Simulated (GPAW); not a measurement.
# Work function of WSi2As4 monolayer at several levels

Aim: the work function of both faces of WSi2As4 monolayer, and its spread over functionals and bases. Where a layer proves gapped, the work function hangs on where the smearing puts the Fermi level, and the band edges take its place.

Calculated with GPAW 26.7.0; GPAW, PAW setups; layer in a repeated cell with vacuum, relaxation of atoms and in-plane cell, in the first sound run; inputs show where later runs differ.

## (1) The starting structure

The cell holds 7 atoms: 4 As, 2 Si and 1 W. Its edges and angles: a = 3.630 Å, b = 3.630 Å, c = 27.155 Å, α = 90.0°, β = 90.0°, γ = 120.0°. Vacuum lies along c.

## (2) Relaxation

Forces are removed first; all later runs use this geometry.

run.py

```python
import json
import numpy as np
from ase import Atoms
from ase.filters import FrechetCellFilter
from ase.optimize import BFGS
from gpaw import GPAW, PW

slab = Atoms(
    ['As', 'Si', 'As', 'W', 'As', 'Si', 'As'],
    positions=[
        [0.00000, 0.00000, 9.00000],
        [-0.00000, 2.09578, 9.76197],
        [-0.00000, 2.09578, 11.99197],
        [0.00000, 0.00000, 13.57756],
        [-0.00000, 2.09578, 15.16314],
        [-0.00000, 2.09578, 17.39314],
        [0.00000, 0.00000, 18.15511]],
    cell=[[3.63, 0.0, 0.0], [-1.815, 3.14367, 0.0], [0.0, 0.0, 27.1551]],
    pbc=[True, True, True])

slab.calc = GPAW(mode=PW(600), xc='PBE', kpts={'size': (9, 9, 1), 'gamma': True},
                 occupations={'name': 'fermi-dirac', 'width': 0.05}, nbands='200%',
                 convergence={'density': 1e-05}, maxiter=200,
                 symmetry={'tolerance': 1e-3}, txt='slab.txt')
result = {}
# The in-plane cell is free; stress needs a cell that repeats along all three vectors
path = []
opt = BFGS(FrechetCellFilter(slab, mask=[1, 1, 0, 0, 0, 1]), maxstep=0.2)
opt.attach(lambda: path.append((slab.get_potential_energy(), slab.positions.tolist(), slab.get_forces().tolist())))
result['relaxed'] = bool(opt.run(fmax=0.02, steps=45))
result['path'] = path
result['cell'] = slab.cell.tolist()
print('in-plane lattice', slab.cell.cellpar().round(4)[[0, 1, 5]])
energy = slab.get_potential_energy()
fermi = slab.calc.get_fermi_level()
v = slab.calc.get_electrostatic_potential().mean((0, 1)) - fermi
n = slab.calc.get_pseudo_density().mean((0, 1))
L = slab.cell[2, 2]
z = np.arange(len(v)) * L / len(v)
low, high = slab.positions[:, 2].min(), slab.positions[:, 2].max()
below, above = np.interp([low - 6.8, high + 6.8], z, v)
slopes = [np.interp(x, z, np.gradient(v, z)) for x in (low - 6.8, high + 6.8)]
eps = np.array([[slab.calc.get_eigenvalues(k, s) for k in range(len(slab.calc.get_ibz_k_points()))]
                for s in range(slab.calc.get_number_of_spins())]) - fermi
top, bottom = eps[eps < 0].max(), eps[eps > 0].min()
dipole = slab.get_dipole_moment()[2]
print(f'energy {energy:.4f} eV, Fermi level {fermi:.4f} eV, dipole {dipole:.5f} e A')
print(f'potential 6.8 A off the faces, from the Fermi level: lower {below:.4f} eV, upper {above:.4f} eV')
print(f'slope of the potential there: lower {slopes[0]:.5f}, upper {slopes[1]:.5f} eV/A')
print(f'nearest levels on the mesh: {top:.4f} and {bottom:.4f} eV')
print('magnetic moment', round(slab.get_magnetic_moment(), 3))
result.update(energy=energy, fermi=fermi, dipole=dipole, below=below, above=above, slopes=slopes, edges=[top, bottom],
              z=z.tolist(), v=v.tolist(), n=n.tolist(), positions=slab.positions.tolist(),
              forces=slab.get_forces(apply_constraint=False).tolist(), moments=slab.get_magnetic_moments().tolist())
json.dump(result, open('result.json', 'w'))
```

On the command line:

```
$ OMP_NUM_THREADS=1 OPENBLAS_NUM_THREADS=1 python run.py
```

The program printed:

```text
Step          Energy          fmax
BFGS:    0      -39.636274        3.314994
BFGS:    1      -40.220978        2.833288
BFGS:    2      -41.073187        1.078373
BFGS:    3      -41.128056        0.494717
BFGS:    4      -41.143457        0.479906
BFGS:    5      -41.237467        0.442792
BFGS:    6      -41.257518        0.405755
BFGS:    7      -41.272976        0.268172
BFGS:    8      -41.278051        0.220402
BFGS:    9      -41.280580        0.173667
BFGS:   10      -41.283693        0.177190
BFGS:   11      -41.287989        0.201165
BFGS:   12      -41.290934        0.119815
BFGS:   13      -41.291707        0.027957
BFGS:   14      -41.291769        0.002396
in-plane lattice [  3.614   3.614 120.   ]
energy -41.2917 eV, Fermi level 0.9850 eV, dipole 0.00012 e A
potential 6.8 A off the faces, from the Fermi level: lower 4.4476 eV, upper 4.4470 eV
slope of the potential there: lower 0.00012, upper 0.00017 eV/A
nearest levels on the mesh: -0.3505 and 0.3606 eV
magnetic moment 0.0
```

Wall time 31 min (1 thread of Arm Neoverse V1, shared host); peak memory 0.56 GiB.

This step gave:

```
dipole along the normal                    : 1.19e-4 e·Å
levels nearest the Fermi level on the mesh : -0.3505, 0.3606 eV from the Fermi level
```

The electrostatic potential energy of an electron (without an applied field's), less the Fermi level, planar mean oscillates, so the rows of the table below give means over windows of 1.7 Å about each position, cut where the curve ends. Its maxima inside the range that stand out by 2 % of the span (Å: eV): 9.2: -9.94, 10.9: 1.47, 12.7: -6.58, 14.4: -6.58, 16.2: 1.47, 17.9: -9.94. Its minima: 8.7: -15.0, 9.7: -12.0, 12.1: -13.6, 13.6: -18.2, 15.0: -13.6, 17.5: -12.0, 18.5: -15.0.

The electrostatic potential energy of an electron (without an applied field's), less the Fermi level, planar mean by z; means over each step:

```tsv
z (Å)	electrostatic potential energy of an electron (without an applied field's), less the Fermi level, planar mean (eV)
0.85	4.45
2.55	4.45
4.25	4.45
5.95	4.39
7.65	-1.25
9.35	-11.1
11.05	-2.05
12.75	-11.5
14.45	-11.3
16.15	-1.87
17.85	-11.3
19.55	-0.780
21.25	4.39
22.95	4.45
24.65	4.45
26.35	4.45
```

The pseudo valence density, planar mean oscillates, so the rows of the table below give means over windows of 1 Å about each position, cut where the curve ends. Its maxima inside the range that stand out by 2 % of the span (Å: e/Å³): 8.1: 0.263, 9.2: 0.396, 11.7: 0.249, 13.6: 1.19, 15.4: 0.249, 18.0: 0.396, 19.0: 0.263. Its minima: 8.5: 0.185, 10.9: 0.130, 12.1: 0.175, 15.1: 0.175, 16.3: 0.130, 18.7: 0.185.

Table of pseudo valence density, planar mean by z; means over each step:

```tsv
z (Å)	pseudo valence density, planar mean (e/Å³)
5	1.2e-4
6	0.00191
7	0.0311
8	0.196
9	0.317
10	0.194
11	0.157
12	0.244
13	0.627
14	0.742
15	0.267
16	0.173
17	0.175
18	0.327
19	0.210
20	0.0463
21	0.00295
22	1.8e-4
23	1.1e-5
```

The relaxation lowered the energy of the cell by 1.66 eV (energies extrapolated to zero smearing; the optimiser's log prints free energies). The largest force left on a free atom is 0.0017 eV/Å.

## (3) The slab's potential

The work function is the vacuum plateau of the electrostatic potential less the Fermi level; a dipole layer lets the two faces have plateaus of their own.

This step: GPAW, PAW setups; slab in vacuum (GPAW 26.7.0).

The cell differs from the one that the last finished run ended in (c 27.155 → 28.000 Å).

Changes to run.py since step 2:

```diff
@@ -3,4 +3,2 @@
 from ase import Atoms
-from ase.filters import FrechetCellFilter
-from ase.optimize import BFGS
 from gpaw import GPAW, PW
@@ -10,25 +8,18 @@
     positions=[
-        [0.00000, 0.00000, 9.00000],
-        [-0.00000, 2.09578, 9.76197],
-        [-0.00000, 2.09578, 11.99197],
-        [0.00000, 0.00000, 13.57756],
-        [-0.00000, 2.09578, 15.16314],
-        [-0.00000, 2.09578, 17.39314],
-        [0.00000, 0.00000, 18.15511]],
-    cell=[[3.63, 0.0, 0.0], [-1.815, 3.14367, 0.0], [0.0, 0.0, 27.1551]],
-    pbc=[True, True, True])
+        [-0.00000, 0.00000, 9.00000],
+        [-0.00000, 2.08655, 10.12545],
+        [-0.00000, 2.08655, 12.50330],
+        [-0.00000, 0.00000, 13.99987],
+        [-0.00000, 2.08655, 15.49644],
+        [-0.00000, 2.08655, 17.87429],
+        [-0.00000, 0.00000, 18.99974]],
+    cell=[[3.61402, 0.0, 0.0], [-1.80701, 3.12983, 0.0], [0.0, 0.0, 27.9997]],
+    pbc=[True, True, False])
 
-slab.calc = GPAW(mode=PW(600), xc='PBE', kpts={'size': (9, 9, 1), 'gamma': True},
+slab.calc = GPAW(mode=PW(400), xc='PBE', kpts={'size': (9, 9, 1), 'gamma': True},
                  occupations={'name': 'fermi-dirac', 'width': 0.05}, nbands='200%',
                  convergence={'density': 1e-05}, maxiter=200,
+                 poissonsolver={'dipolelayer': 'xy'},
                  symmetry={'tolerance': 1e-3}, txt='slab.txt')
 result = {}
-# The in-plane cell is free; stress needs a cell that repeats along all three vectors
-path = []
-opt = BFGS(FrechetCellFilter(slab, mask=[1, 1, 0, 0, 0, 1]), maxstep=0.2)
-opt.attach(lambda: path.append((slab.get_potential_energy(), slab.positions.tolist(), slab.get_forces().tolist())))
-result['relaxed'] = bool(opt.run(fmax=0.02, steps=45))
-result['path'] = path
-result['cell'] = slab.cell.tolist()
-print('in-plane lattice', slab.cell.cellpar().round(4)[[0, 1, 5]])
 energy = slab.get_potential_energy()
```

The program printed:

```text
energy -41.2751 eV, Fermi level 0.8213 eV, dipole 0.00072 e A
potential 6.8 A off the faces, from the Fermi level: lower 4.4540 eV, upper 4.4403 eV
slope of the potential there: lower -0.00004, upper 0.00004 eV/A
nearest levels on the mesh: -0.3505 and 0.3606 eV
magnetic moment 0.0
```

It took 96 s on 1 thread; peak memory 0.27 GiB.

This step gave:

```yaml
dipole_along_the_normal: 7.19e-4 e·Å
upper_work_function: 4.440 eV
lower_work_function: 4.454 eV
upper_ionisation_energy: 4.791 eV
```

The electrostatic potential energy of an electron (without an applied field's), less the Fermi level, planar mean oscillates, so the rows of the table below give means over windows of 1 Å about each position, cut where the curve ends. Its maxima inside the range that stand out by 2 % of the span (Å: eV): 9.6: -9.90, 11.3: 1.48, 13.2: -6.57, 14.8: -6.58, 16.7: 1.47, 18.4: -9.91. Its minima: 9.0: -15.1, 10.1: -12.0, 12.5: -13.6, 14.0: -18.2, 15.5: -13.6, 17.9: -12.0, 19.0: -15.1.

Electrostatic potential energy of an electron (without an applied field's), less the Fermi level, planar mean against z; means over each step:

```tsv
z (Å)	electrostatic potential energy of an electron (without an applied field's), less the Fermi level, planar mean (eV)
0	4.45
1	4.45
2	4.45
3	4.45
4	4.45
5	4.45
6	4.44
7	4.24
8	1.02
9	-11.9
10	-10.4
11	-0.885
12	-5.54
13	-9.32
14	-15.0
15	-9.33
16	-5.54
17	-0.894
18	-10.4
19	-12.0
20	1.01
21	4.22
22	4.43
23	4.44
24	4.44
25	4.44
26	4.44
27	4.44
```

The pseudo valence density, planar mean oscillates, so the rows of the table below give means over windows of 1 Å about each position, cut where the curve ends. Its maxima inside the range that stand out by 2 % of the span (Å: e/Å³): 8.5: 0.258, 9.5: 0.399, 12.0: 0.251, 14.1: 1.14, 16.0: 0.251, 18.5: 0.399, 19.5: 0.258. Its minima: 8.9: 0.184, 11.2: 0.129, 12.4: 0.175, 15.6: 0.175, 16.8: 0.129, 19.1: 0.184.

Table of pseudo valence density, planar mean by z; means over each step:

z (Å), pseudo valence density, planar mean (e/Å³) and a bar:
```
        5       0.00 
        6       0.00 
        7       0.01 
        8       0.12 ####
        9       0.26 #########
       10       0.28 #########
       11       0.15 #####
       12       0.21 #######
       13       0.38 ############
       14       0.91 ##############################
       15       0.38 ############
       16       0.21 #######
       17       0.15 #####
       18       0.28 #########
       19       0.26 #########
       20       0.12 ####
       21       0.01 
       22       0.00 
       23       0.00
```

The layer is gapped, so the Fermi level lies somewhere inside the gap, set by smearing and numerics, and these work functions are no property of the material; the band edges below the vacuum level are. The potential is flat to 4.2e-5 eV/Å where it is read, so the vacuum is wide enough.

## (4) Self-consistent run: xc = "LDA"

The same geometry under LDA, to see how far the functional moves the levels against the vacuum.

Changes to run.py since step 3:

```diff
@@ -18,3 +18,3 @@
 
-slab.calc = GPAW(mode=PW(400), xc='PBE', kpts={'size': (9, 9, 1), 'gamma': True},
+slab.calc = GPAW(mode=PW(400), xc='LDA', kpts={'size': (9, 9, 1), 'gamma': True},
                  occupations={'name': 'fermi-dirac', 'width': 0.05}, nbands='200%',
```

The program printed:

```text
energy -46.2628 eV, Fermi level 0.5279 eV, dipole 0.00072 e A
potential 6.8 A off the faces, from the Fermi level: lower 4.7309 eV, upper 4.7172 eV
slope of the potential there: lower -0.00004, upper 0.00004 eV/A
nearest levels on the mesh: -0.3518 and 0.3615 eV
magnetic moment 0.0
```

It took 90 s on 1 thread; peak memory 0.27 GiB.

Numbers from this step:

```yaml
dipole_along_the_normal: 7.17e-4 e·Å
levels_nearest_the_fermi_level_on_the_mesh: -0.3518, 0.3615 eV from the Fermi level
upper_work_function: 4.717 eV
lower_work_function: 4.731 eV
upper_ionisation_energy: 5.069 eV
```

The electrostatic potential energy of an electron (without an applied field's), less the Fermi level, planar mean oscillates, so the rows of the table below give means over windows of 1 Å about each position, cut where the curve ends. Its maxima inside the range that stand out by 2 % of the span (Å: eV): 9.6: -9.61, 11.3: 1.76, 13.2: -6.21, 14.8: -6.21, 16.7: 1.75, 18.4: -9.62. Its minima: 9.0: -14.8, 10.1: -11.7, 12.5: -13.2, 14.0: -17.9, 15.5: -13.3, 17.9: -11.7, 19.0: -14.8.

The electrostatic potential energy of an electron (without an applied field's), less the Fermi level, planar mean by z; means over each step:

```tsv
z (Å)	electrostatic potential energy of an electron (without an applied field's), less the Fermi level, planar mean (eV)
0	4.73
1	4.73
2	4.73
3	4.73
4	4.73
5	4.73
6	4.72
7	4.52
8	1.31
9	-11.6
10	-10.2
11	-0.607
12	-5.20
13	-8.97
14	-14.6
15	-8.97
16	-5.21
17	-0.616
18	-10.2
19	-11.6
20	1.30
21	4.50
22	4.70
23	4.72
24	4.72
25	4.72
26	4.72
27	4.72
```

The pseudo valence density, planar mean oscillates, so the rows of the table below give means over windows of 1 Å about each position, cut where the curve ends. Its maxima inside the range that stand out by 2 % of the span (Å: e/Å³): 8.5: 0.259, 9.5: 0.400, 12.0: 0.253, 14.1: 1.14, 16.0: 0.253, 18.5: 0.400, 19.5: 0.259. Its minima: 8.9: 0.184, 11.2: 0.128, 12.4: 0.174, 15.6: 0.174, 16.8: 0.128, 19.1: 0.184.

Pseudo valence density, planar mean against z; means over each step:

z (Å), pseudo valence density, planar mean (e/Å³) and a bar:
```
        5       0.00 
        6       0.00 
        7       0.01 
        8       0.12 ####
        9       0.26 #########
       10       0.28 #########
       11       0.15 #####
       12       0.21 #######
       13       0.38 ############
       14       0.91 ##############################
       15       0.38 ############
       16       0.21 #######
       17       0.15 #####
       18       0.28 #########
       19       0.26 #########
       20       0.12 ####
       21       0.01 
       22       0.00 
       23       0.00
```

Force by atom:

```tsv
atom	x (eV/Å)	y (eV/Å)	z (eV/Å)	size
As1	0.000	0.000	0.384	0.384
Si2	0.000	0.000	-0.051	0.051
As3	0.000	0.000	0.364	0.364
W4	0.000	0.000	0.000	0.000
As5	0.000	0.000	-0.364	0.364
Si6	0.000	0.000	0.051	0.051
As7	0.000	0.000	-0.384	0.384
```

The highest filled level lies 0.352 eV under the Fermi level, so the ionisation energy from the upper face is 4.717 + 0.352 = 5.069 eV, against 4.791 eV in the base run.

## (5) Self-consistent run: xc = "revPBE"

The same geometry under revPBE, to see how far the functional moves the levels against the vacuum.

Changes to run.py since step 4:

```diff
@@ -18,3 +18,3 @@
 
-slab.calc = GPAW(mode=PW(400), xc='LDA', kpts={'size': (9, 9, 1), 'gamma': True},
+slab.calc = GPAW(mode=PW(400), xc='revPBE', kpts={'size': (9, 9, 1), 'gamma': True},
                  occupations={'name': 'fermi-dirac', 'width': 0.05}, nbands='200%',
```

The program printed:

```text
energy -39.1511 eV, Fermi level 0.9159 eV, dipole 0.00072 e A
potential 6.8 A off the faces, from the Fermi level: lower 4.3494 eV, upper 4.3358 eV
slope of the potential there: lower -0.00004, upper 0.00004 eV/A
nearest levels on the mesh: -0.3499 and 0.3593 eV
magnetic moment 0.0
```

Elapsed: 95 s, on 1 thread; peak memory 0.27 GiB.

Numbers from this step:

* dipole along the normal: 7.19e-4 e·Å
* levels nearest the Fermi level on the mesh: -0.3499, 0.3593 eV from the Fermi level
* upper work function: 4.336 eV
* lower work function: 4.349 eV
* upper ionisation energy: 4.686 eV

The electrostatic potential energy of an electron (without an applied field's), less the Fermi level, planar mean oscillates, so the rows of the table below give means over windows of 1 Å about each position, cut where the curve ends. Its maxima inside the range that stand out by 2 % of the span (Å: eV): 9.6: -9.99, 11.3: 1.39, 13.2: -6.65, 14.8: -6.65, 16.7: 1.39, 18.4: -10.00. Its minima: 9.0: -15.2, 10.1: -12.1, 12.5: -13.7, 14.0: -18.3, 15.5: -13.7, 17.9: -12.1, 19.0: -15.2.

Table of electrostatic potential energy of an electron (without an applied field's), less the Fermi level, planar mean by z; means over each step:

z (Å), electrostatic potential energy of an electron (without an applied field's), less the Fermi level, planar mean (eV) and a bar from the least value:
```
        0        4.3 ##############################
        1        4.3 ##############################
        2        4.3 ##############################
        3        4.3 ##############################
        4        4.3 ##############################
        5        4.3 ##############################
        6        4.3 ##############################
        7        4.1 ##############################
        8        0.9 #########################
        9      -12.0 #####
       10      -10.5 #######
       11       -1.0 ######################
       12       -5.6 ###############
       13       -9.4 #########
       14      -15.0 
       15       -9.4 #########
       16       -5.6 ###############
       17       -1.0 ######################
       18      -10.5 #######
       19      -12.0 #####
       20        0.9 #########################
       21        4.1 ##############################
       22        4.3 ##############################
       23        4.3 ##############################
       24        4.3 ##############################
       25        4.3 ##############################
       26        4.3 ##############################
       27        4.3 ##############################
```

The highest filled level lies 0.350 eV under the Fermi level, so the ionisation energy from the upper face is 4.336 + 0.350 = 4.686 eV, against 4.791 eV in the base run.

## (6) OptPBE vdW: xc = "optPBE-vdW"

The same geometry under optPBE-vdW, to see how far the functional moves the levels against the vacuum (the van der Waals functionals take revPBE setups).

Changes to run.py since step 5:

```diff
@@ -18,3 +18,3 @@
 
-slab.calc = GPAW(mode=PW(400), xc='revPBE', kpts={'size': (9, 9, 1), 'gamma': True},
+slab.calc = GPAW(mode=PW(400), xc='optPBE-vdW', kpts={'size': (9, 9, 1), 'gamma': True},
                  occupations={'name': 'fermi-dirac', 'width': 0.05}, nbands='200%',
```

The program printed:

```text
energy -114.8535 eV, Fermi level 0.6955 eV, dipole 0.00072 e A
potential 6.8 A off the faces, from the Fermi level: lower 4.6765 eV, upper 4.6629 eV
slope of the potential there: lower -0.00004, upper 0.00004 eV/A
nearest levels on the mesh: -0.3564 and 0.3648 eV
magnetic moment 0.0
```

Wall time 1.9 min (1 thread); peak memory 0.49 GiB.

Numbers from this step:

* levels nearest the Fermi level on the mesh: -0.3564, 0.3648 eV from the Fermi level
* upper work function: 4.663 eV
* lower work function: 4.677 eV
* upper ionisation energy: 5.019 eV

The electrostatic potential energy of an electron (without an applied field's), less the Fermi level, planar mean oscillates, so the rows of the table below give means over windows of 1 Å about each position, cut where the curve ends. Its maxima inside the range that stand out by 2 % of the span (Å: eV): 9.6: -9.87, 11.3: 1.45, 13.2: -6.57, 14.8: -6.58, 16.7: 1.44, 18.4: -9.87. Its minima: 9.0: -15.1, 10.1: -12.0, 12.5: -13.6, 14.0: -18.2, 15.5: -13.6, 17.9: -12.0, 19.0: -15.1.

The electrostatic potential energy of an electron (without an applied field's), less the Fermi level, planar mean by z; means over each step:

```tsv
z (Å)	electrostatic potential energy of an electron (without an applied field's), less the Fermi level, planar mean (eV)
0	4.67
1	4.68
2	4.68
3	4.68
4	4.68
5	4.68
6	4.66
7	4.43
8	1.12
9	-11.9
10	-10.4
11	-0.912
12	-5.53
13	-9.32
14	-15.0
15	-9.32
16	-5.53
17	-0.921
18	-10.4
19	-11.9
20	1.11
21	4.41
22	4.65
23	4.66
24	4.66
25	4.66
26	4.66
27	4.66
```

The highest filled level lies 0.356 eV under the Fermi level, so the ionisation energy from the upper face is 4.663 + 0.356 = 5.019 eV, against 4.791 eV in the base run.

[end of part 1 of 2]

[Logs are printed without paths, hosts, clocks, repeated set-up lines and the standing remarks that a program may print on its own settings, such as how far it seeks lower states.]

[Hosts, paths, dates, database ids (printed as entryN), source tags and the programs' standing remarks are cut or masked in the printed files.]
